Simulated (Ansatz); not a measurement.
## Li3SI (antiperovskite) (Pm-3m): band gap by G0W0 on PBE

Wanted: the gap of Li3SI (antiperovskite) (Pm-3m) with a many-body correction, and the time that it takes.

Program: Ansatz 0.2.0. Level of theory: PBE, then G0W0 on it, plane waves, PAW. Results are calculated unless marked as measured.

Report form: the programs' logs are mostly left out.

The structure was built from a prototype and need not be the compound's stable phase.

In doubt: masses and optical values from hybrid runs of this build are listed as unsure (in some of the runs), which bears on the screening that GW takes from such a start.

### 1. Starting point

It takes space group Pm-3m (No. 221, cubic). Conventional cell: a = 4.538 Å, b = 4.538 Å, c = 4.538 Å, α = 90.00°, β = 90.00°, γ = 90.00°. Nearest to I lie 12 Li at 3.21 Å. Nearest to S lie 6 Li at 2.27 Å. Nearest to Li lie 2 S at 2.27 Å and 4 I at 3.21 Å and 8 Li at 3.21 Å. It derives from I1Li3S1. Farther neighbours and most contacts between anions are not listed.

The start is a generated structure, not a measured one. The structure type comes from a generator and need not be one that this composition takes. Spin-orbit coupling is left out unless a step names it. The default PAW set here is soft_2. Its files were made with PBE.

### 2. Relaxation

The structure is relaxed first.

This step: DFT, PBE, plane waves, PAW.

Contents of input.yaml:

```yaml
crystal:
  lattice:
    - [4.5376988, 0.0, 0.0]
    - [0.0, 4.5376988, 0.0]
    - [0.0, 0.0, 4.5376988]
  atoms:
    - { symbol: I, position: [0.0, 0.0, 0.0] }
    - { symbol: S, position: [0.5, 0.5, 0.5] }
    - { symbol: Li, position: [0.5, 0.5, 0.0] }
    - { symbol: Li, position: [0.5, 0.0, 0.5] }
    - { symbol: Li, position: [0.0, 0.5, 0.5] }
kpoints:
  mp_grid: { grid: [6, 6, 6] }
hamiltonian:
  xc: pbe
scf:
  occupations: { method: fermi_dirac, width: 0.02 }
relax:
  f_tol: 0.01
  max_steps: 100
  cell: {}
```

Command:

```console
> ansatz run input.yaml --threads 4 --pin off --max-ram 17510MiB --backend cpu --events-out ev --progress --plain --runs-dir out
```

Elapsed: 3.2 s, on 4 threads of Arm Neoverse V2, shared host; peak memory 0.41 GiB.

The steps of the relaxation:

| step | energy less that of the first step (eV) | largest force component (eV/Å) | pressure (GPa) | volume (Å³) |
| --- | --- | --- | --- | --- |
| 1 | 0.0000 | 0.0000 | 4.57 | 93.43 |
| 2 | -0.1409 | 0.0000 | 1.50 | 101.13 |
| 3 | -0.1632 | 0.0000 | 0.24 | 105.38 |
| 4 | -0.1638 | 0.0000 | 0.00 | 106.28 |
| 5* | -0.1643 | 0.0000 | 0.00 | 106.28 |

Relaxation steps marked * repeat the geometry before them on a plane-wave basis chosen anew for their cell, so energy and pressure can jump there.

The run keeps the 48 symmetry operations that it works with, so distortions that break them were not tested.

| conventional cell, symmetrised | before | after | change |
| --- | --- | --- | --- |
| a (Å) | 4.538 | 4.737 | +4.4 % |
| b (Å) | 4.538 | 4.737 | +4.4 % |
| c (Å) | 4.538 | 4.737 | +4.4 % |
| volume (Å³/atom) | 18.69 | 21.26 | +13.8 % |

### 3. Bands along the symmetry lines

Levels along a band path and on the mesh show where this functional puts the band edges.

Contents of input.yaml:

```yaml
crystal:
  lattice:
    - [4.7368166536, 0.0, 0.0]
    - [0.0, 4.7368166536, 0.0]
    - [0.0, 0.0, 4.7368166536]
  atoms:
    - { symbol: I, position: [0.0, 0.0, 0.0] }
    - { symbol: S, position: [0.5, 0.5, 0.5] }
    - { symbol: Li, position: [0.5, 0.5, 0.0] }
    - { symbol: Li, position: [0.5, 0.0, 0.5] }
    - { symbol: Li, position: [0.0, 0.5, 0.5] }
kpoints:
  mp_grid: { grid: [6, 6, 6] }
  band_path:
    path:
      - [[0.0, 0.0, 0.0], [0.0, 0.5, 0.0], [0.5, 0.5, 0.0], [0.0, 0.0, 0.0], [0.5, 0.5, 0.5], [0.0, 0.5, 0.0]]
      - [[0.5, 0.5, 0.5], [0.5, 0.5, 0.0]]
    npoints: 10
hamiltonian:
  xc: pbe
scf:
  occupations: { method: fermi_dirac, width: 0.02 }
  n_extra_bands: 5
output:
  eigenvalues: true
  forces: true
  stress: true
  write_density: true
  write_potential: true
  elf: true
  volumetric_format: npy
```

Elapsed: 1.6 s, on 4 threads; peak memory 0.41 GiB.

Numbers from this step:

- pressure: 5.82e-6 GPa
- filled bands: 16
- gap: 3.515 eV
- valence top at: M
- conduction bottom at: M
- least direct gap: 3.515 eV

Over mesh and path the gap is 3.515 eV, direct, at k = (0.500, 0.500, 0.000).

The electronic bands at the labelled points (eV, zero at the top of the highest nominally filled band):

| point | band 13 | band 14 | band 15 | band 16 | band 17 | band 18 | band 19 | band 20 |
| --- | --- | --- | --- | --- | --- | --- | --- | --- |
| Γ | -2.09 | -0.22 | -0.22 | -0.22 | 3.73 | 4.75 | 4.75 | 8.35 |
| halfway | -1.84 | -0.86 | -0.50 | -0.50 | 4.65 | 4.85 | 5.90 | 7.08 |
| X | -1.27 | -1.27 | -1.11 | -1.11 | 4.97 | 5.72 | 7.08 | 7.08 |
| halfway | -1.20 | -1.01 | -0.54 | -0.37 | 4.27 | 5.68 | 6.01 | 6.09 |
| M | -1.11 | -0.90 | 0.00 | 0.00 | 3.51 | 4.96 | 5.35 | 5.35 |
| halfway | -1.63 | -1.18 | -0.64 | -0.15 | 4.39 | 5.78 | 6.15 | 6.32 |
| Γ | -2.09 | -0.22 | -0.22 | -0.22 | 3.73 | 4.75 | 4.75 | 8.35 |
| halfway | -2.02 | -0.63 | -0.56 | -0.56 | 5.15 | 5.79 | 5.79 | 5.99 |
| R | -2.13 | -1.21 | -1.21 | -1.21 | 6.70 | 6.70 | 6.70 | 7.15 |
| halfway | -1.68 | -1.24 | -0.46 | -0.25 | 4.71 | 5.21 | 5.88 | 6.67 |
| X | -1.27 | -1.27 | -1.11 | -1.11 | 4.97 | 5.72 | 7.08 | 7.08 |
| jump to R | -2.13 | -1.21 | -1.21 | -1.21 | 6.70 | 6.70 | 6.70 | 7.15 |
| halfway | -1.61 | -1.16 | -0.53 | -0.53 | 5.01 | 5.73 | 5.79 | 5.79 |
| M | -1.11 | -0.90 | 0.00 | 0.00 | 3.51 | 4.96 | 5.35 | 5.35 |

Valence density in the ac plane at fractional y = 0.500, with atoms of S and Li within 0.2 Å of it. It is the smooth field of the valence electrons, not physical close to the nuclei.

Values in e/Å³, 14 rows by 14 columns, each cell a mean:
```
0.0 0.0 0.0 0.0 0.0 0.3 2.7 4.5 1.4 0.1 0.0 0.0 0.0 0.0
0.0 0.0 0.0 0.0 0.0 0.1 0.4 0.6 0.2 0.1 0.0 0.0 0.0 0.0
0.0 0.0 0.0 0.0 0.1 0.1 0.2 0.2 0.2 0.1 0.1 0.0 0.0 0.0
0.0 0.0 0.0 0.1 0.2 0.3 0.4 0.5 0.4 0.2 0.1 0.1 0.0 0.0
0.1 0.1 0.1 0.1 0.3 0.6 0.9 1.0 0.8 0.5 0.2 0.1 0.1 0.1
2.4 0.7 0.1 0.2 0.5 0.9 1.0 0.9 1.1 0.8 0.4 0.2 0.2 1.4
7.5 2.4 0.2 0.3 0.7 1.1 0.6 0.2 0.9 1.0 0.5 0.2 0.6 4.5
4.5 1.4 0.2 0.2 0.6 1.0 0.9 0.6 1.0 0.9 0.4 0.2 0.4 2.7
0.6 0.2 0.1 0.2 0.4 0.8 1.0 1.1 0.9 0.6 0.3 0.1 0.1 0.3
0.0 0.0 0.1 0.1 0.2 0.4 0.6 0.7 0.5 0.3 0.2 0.1 0.0 0.0
0.0 0.0 0.0 0.1 0.1 0.2 0.2 0.3 0.2 0.1 0.1 0.0 0.0 0.0
0.0 0.0 0.0 0.0 0.1 0.1 0.2 0.2 0.1 0.1 0.0 0.0 0.0 0.0
0.0 0.0 0.0 0.0 0.0 0.2 1.4 2.4 0.7 0.1 0.0 0.0 0.0 0.0
0.0 0.0 0.0 0.0 0.0 0.6 4.5 7.5 2.4 0.1 0.0 0.0 0.0 0.0
```
Columns run along a (4.7 Å), rows up along c (4.7 Å). Atoms in or near the plane, at fractional coordinates: S at (0.50, 0.50), Li at (0.50, 0.00), Li at (0.00, 0.50).

Electrostatic potential energy in the ac plane at fractional y = 0.500, with atoms of S and Li within 0.2 Å of it. With pseudopotentials it is smooth inside the atoms' cores, unlike the true potential.

Ten even steps from '0' (-32 eV) to '9' (8 eV), each cell a mean:
```
99998621479999
99999865789999
99999988999999
99999988999999
78999743589987
25898300159974
03797112038851
14797201048862
57898521379986
88999877899998
99999999999999
99999877899999
99998743589999
99998510279999
```
Columns run along a (4.7 Å; values clipped at the 3rd and 97th percentile), rows up along c (4.7 Å). Atoms in or near the plane, at fractional coordinates: S at (0.50, 0.50), Li at (0.50, 0.00), Li at (0.00, 0.50).

### 4. One-shot GW

G0W0 replaces the xc potential by a self-energy built once from the orbitals of the start. Levels are corrected in the window of bands that the input names, at points of the mesh.

This step: G0W0 on PBE, plane waves, PAW.

input.yaml, the sections that differ from step 3:

```yaml
kpoints:
  mp_grid: { grid: [4, 4, 4] }
scf:
  occupations: { method: fixed }
gw:
  n_empty_bands: 317
  ecut_chi: 120.0
  qp_bands: [v2, c2]
  qp_kpoints: band_edges
  screening: { model: contour_deformation }
# crystal, hamiltonian: as in step 3
# output: removed
```

It took 44 s on 4 threads; peak memory 1.1 GiB; 2.8 min of CPU time.

This step gave:

```yaml
bands_summed: 333
rpa_eps_infinity_on_this_mesh_eigenvalues: 3.857, 3.857, 3.857
plane_waves_in_the_screening_matrix: 305
q_points_in_the_mesh: 64
g0w0_gap_over_the_corrected_points: 5.046 eV
k_of_the_valence_top: 0, -0.5, -0.5
k_of_the_conduction_bottom: 0, -0.5, -0.5
starting_gap_on_the_mesh: 3.515 eV
z_at_the_valence_top: 0.7712
z_at_the_conduction_bottom: 0.8175
least_direct_g0w0_gap_over_the_corrected_points: 5.046 eV
```

Over 5 of 10 irreducible mesh points the G0W0 gap is 5.046 eV, direct, at k = (0.000, -0.500, -0.500). The PBE gap of this run on the mesh is 3.515 eV. The two states that bound the G0W0 gap lie that far apart at the start, so the correction of the gap is 5.046 − 3.515 = +1.531 eV. The start of this run differs from the step before in mesh (6×6×6 and 4×4×4).

Labels follow the order of the start: v1 is the top filled band, c1 the lowest empty one; levels that stay degenerate share a row, the window can cut a multiplet, doubted levels are not marked in this list, bands outside the window were not corrected, and the list may be a part of the corrected levels. The levels before and after the correction (eV, zero at the valence-band top of each column):

|  | conduction bottom | valence top |
| --- | --- | --- |
| Kohn-Sham | 3.52 | 0.00 |
| G0W0 | 5.05 | 0.00 |

|  | level | occupation | energy (eV) |
| --- | --- | --- | --- |
| Kohn-Sham | (0 -0.5 -0.5) v2-v1 | 2 | 0.000 |
| Kohn-Sham | (0 -0.5 -0.5) c1 | 0 | 3.515 |
| Kohn-Sham | (0 -0.5 -0.5) c2 | 0 | 4.964 |
| G0W0 | (0 -0.5 -0.5) v2-v1 | 2 | 0.000 |
| G0W0 | (0 -0.5 -0.5) c1 | 0 | 5.046 |
| G0W0 | (0 -0.5 -0.5) c2 | 0 | 6.533 |

The parts of the quasiparticle energy for the two states that bound the G0W0 gap, in eV on the run's own scale (QP = start + Σx + Σc − Vxc, with Σc at the quasiparticle energy):

| edge | k | band | start | Σx | Σc | Vxc | Z | QP |
| --- | --- | --- | --- | --- | --- | --- | --- | --- |
| valence top | (0.000, -0.500, -0.500) | 15 | 3.020 | −17.796 | 1.874 | −14.760 | 0.771 | 1.858 |
| conduction bottom | (0.000, -0.500, -0.500) | 17 | 6.535 | −4.025 | −3.357 | −7.750 | 0.818 | 6.904 |

### 5. Spin-orbit coupling in PBE

This run has two-component orbitals with spin-orbit coupling.

This step: DFT, PBE with spin-orbit coupling, plane waves, PAW.

input.yaml, the sections that differ from step 4:

```yaml
kpoints:
  mp_grid: { grid: [6, 6, 6] }
  band_path:
    path: [[0.0, 0.0, 0.0], [0.0, 0.5, 0.0], [0.5, 0.5, 0.0], [0.5, 0.5, 0.5]]
    npoints: 1
scf:
  occupations: { method: fixed }
  n_extra_bands: 10
magnetization:
  noncollinear: true
  spin_orbit: true
output:
  eigenvalues: true
  forces: true
  stress: true
# crystal, hamiltonian: as in step 4
# gw: removed
```

It took 6.3 s on 4 threads; peak memory 0.72 GiB; 24 s of CPU time.

This step gave:

- pressure: 0.01602 GPa
- gap: 3.402 eV
- valence top at: M
- conduction bottom at: M
- least direct gap: 3.402 eV

Over mesh and listed points the gap is 3.402 eV, direct, at k = (0.500, 0.500, 0.000). PBE+SOC against PBE: 3.402 − 3.515 = −0.113 eV, with the same mesh, set of files (read in its fully relativistic form for the spin-orbit run) and cutoff, and both edges at the same k points. The spin-orbit run sees mesh and listed points alone, so its gap is an upper bound: the coupling can move an edge off these points, and the change over the zone, its sign included where it is small, is not known.

### 6. The runs together

Each gap is the least one over the points named; times are wall times on shared hosts, not benchmarks. A G0W0 time includes the run's own self-consistent start. Runs with listed points see these and the mesh alone, so an edge that moves elsewhere is missed. Rows marked * are further runs, not shown as steps, whose inputs differ from the G0W0 step on the same start in the columns given; solver thresholds can differ too. Symmetry makes (0.500, 0.500, 0.000) and (0.000, -0.500, -0.500) one point.

| level | mesh | files, cutoff | bands summed, screening | points | gap (eV) | valence top | conduction bottom | least direct gap (eV) | time |
| --- | --- | --- | --- | --- | --- | --- | --- | --- | --- |
| PBE | 6×6×6 | soft_2 PAW, 420 eV | - | mesh and path | 3.515 | (0.500, 0.500, 0.000) | (0.500, 0.500, 0.000) | 3.515 | 1.6 s |
| PBE+SOC | 6×6×6 | soft_2 PAW, 420 eV | - | mesh and listed points | 3.402 | (0.500, 0.500, 0.000) | (0.500, 0.500, 0.000) | 3.402 | 6.3 s |
| G0W0@PBE* | 4×4×4 | soft_2 PAW, 420 eV | 68, 36 eV | 5 of 10 irreducible mesh points | 4.713 | (0.000, -0.500, -0.500) | (0.000, -0.500, -0.500) | 4.713 | 5.3 s |
| G0W0@PBE* | 4×4×4 | soft_2 PAW, 420 eV | 163, 72 eV | 5 of 10 irreducible mesh points | 4.885 | (0.000, -0.500, -0.500) | (0.000, -0.500, -0.500) | 4.885 | 12 s |
| G0W0@PBE | 4×4×4 | soft_2 PAW, 420 eV | 333, 120 eV | 5 of 10 irreducible mesh points | 5.046 | (0.000, -0.500, -0.500) | (0.000, -0.500, -0.500) | 5.046 | 44 s |
| G0W0@PBE* | 2×2×2 | soft_2 PAW, 420 eV | 163, 72 eV | all 4 irreducible mesh points | 4.708 | (0.000, -0.500, -0.500) | (0.000, -0.500, -0.500) | 4.708 | 2.6 s |
| G0W0@PBE* | 4×4×4 | soft_2 PAW, 420 eV | 333, 120 eV, plasmon pole | 5 of 10 irreducible mesh points | 5.041 | (0.000, -0.500, -0.500) | (0.000, -0.500, -0.500) | 5.041 | 56 s |

### 7. Results

- PBE gap over mesh and path: 3.515 eV, direct, at k = (0.500, 0.500, 0.000)
- G0W0@PBE gap over 5 of 10 irreducible mesh points: 5.046 eV, direct, at k = (0.000, -0.500, -0.500)
- PBE+SOC gap over mesh and listed points: 3.402 eV
- GW settings: 4×4×4 mesh, 317 empty bands, screening to 120 eV
- known limits: finite bands, screening cutoff and k mesh; no spin-orbit coupling in G0W0; screening cutoff under 40 eV in some runs

In words: Over 5 of 10 irreducible mesh points the G0W0 gap is 5.046 eV, direct, at k = (0.000, -0.500, -0.500). The PBE gap of this run on the mesh is 3.515 eV. The two states that bound the G0W0 gap lie that far apart at the start, so the correction of the gap is 5.046 − 3.515 = +1.531 eV. The valence state moves by 1.858 − 3.020 = −1.162 eV and the conduction state by 6.904 − 6.535 = +0.369 eV, on the run's own scale; with 68 bands the edge states move by −0.557 and +0.641 eV, so the split between the edges depends on the bands and cutoff. Both edges that PBE shows over mesh and path lie at k points where levels were corrected. Levels at other points were not corrected, so a lower G0W0 gap elsewhere in the zone is not ruled out. From 68 bands and 36 eV to 333 bands and 120 eV the gap moves by 5.046 − 4.713 = +0.333 eV (rung by rung 4.713, 4.885, 5.046 eV); bands and screening cutoff rise together, so their parts are not told apart. A line in one over the bands through the two highest rungs gives 5.046 + (5.046 − 4.885) × 163 / (333 − 163) = 5.200 eV, and through the pair below 4.885 + (4.885 − 4.713) × 68 / (163 − 68) = 5.008 eV. The two differ by 0.192 eV, not under the 0.030 eV asked, so the law does not hold well over these rungs and the limit is not known. With the 2×2×2 mesh in place of the 4×4×4 mesh and all else as in the G0W0@PBE row with 163 bands, the gap differs by 4.708 − 4.885 = −0.177 eV, and that of the start by 3.520 − 3.515 = +0.005 eV. With the plasmon pole model in place of the contour deformation model and all else as in the G0W0@PBE row with 333 bands, the gap differs by 5.041 − 5.046 = −0.005 eV. G0W0 on other starts in this series, not shown as steps and not all at these settings: 5.536 eV on HSE06 (4×4×4, soft_2 PAW, 333 bands, 120 eV) and 4.957 eV on LDA (4×4×4, soft_2 PAW, 333 bands, 120 eV). PBE+SOC against PBE: 3.402 − 3.515 = −0.113 eV, with the same mesh, set of files (read in its fully relativistic form for the spin-orbit run) and cutoff, and both edges at the same k points. The spin-orbit run sees mesh and listed points alone, so its gap is an upper bound: the coupling can move an edge off these points, and the change over the zone, its sign included where it is small, is not known. What spin-orbit coupling does to the G0W0 levels was not computed, so no sum with the G0W0 gap is formed. The G0W0 runs are scalar-relativistic. G0W0@PBE runs of this series with other atomic data on the same mesh, not shown as steps, give 5.108 eV (hard PAW, 780 eV, 486 bands, screening to 156 eV); where bands and cutoffs differ too, the part of the files is not isolated. A screening cutoff under 40 eV is crude: G0W0@PBE with 68 bands at 36 eV.

[Paths, hosts, dates, memory and timing lines, banners, echoed tables and standing remarks are left out of the program output.]

[Logs are printed without paths, hosts, clocks, repeated set-up lines and the standing remarks that a program may print on its own settings, such as how far it seeks lower states.]

[Runs of the session that timed out or met a known fault of the program may be left out.]

[Cells called generated may have been cut or substituted from an entry of the Crystallography Open Database or the Materials Project.]

[Hosts, paths, dates, database ids (printed as entryN), source tags and the programs' standing remarks are cut or masked in the printed files.]

[Where an RPA ε∞ is given, it is that of the G0W0 mesh and is not shown converged in it. Names of k-points follow the symmetry that the program found, which can be lower than the space group named. Band edges on a path are those of the sampled points; other points can move an edge, and change direct to indirect where valleys lie close.]

[Hybrid gaps are those of their k-mesh and are not shown converged in it.]
